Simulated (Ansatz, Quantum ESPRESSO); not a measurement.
# F-SiSi-F chair, 1 layer: the energy at a withheld member of a series

Method. Quantum ESPRESSO 7.5, PBE, GBRV ultrasoft. Cell and atoms are first relaxed; each strained cell is then held and the atoms relax in it. A periodic run with 15 Å of vacuum in the starting cell gives the vacuum levels, and bands follow along a path. The series steps biaxial strain. Energies count from the lowest.

```tsv
biaxial strain	energy (eV)
-4 %	0.0936
-3 %	0.0519
-2 %	0.0228
-1 %	0.0057
0 %	0.0000
1 %	0.0049
2 %	0.0197
4 %	0.0760
```

One more run was made and is withheld. What is the energy at 3 %?

**Fit.** The rows at 2 % and 4 % give a slope of (0.0760 − (0.0197))/(4 − (2)) = 0.02815, so a straight line gives 0.0479 eV. A parabola through these and the row at 1 % gives 0.0434 eV.

**Check.** 0.0436 eV. The line misses by +0.0043 and the parabola by −0.0002 eV. The parabola does better.

**Limits.** Semilocal gaps are too small; the 1×1 cell can't ripple over many cells under compression as a free sheet would. No spin-orbit coupling.

[Logs are printed without paths, hosts, clocks, repeated set-up lines and the standing remarks that a program may print on its own settings, such as how far it seeks lower states.]
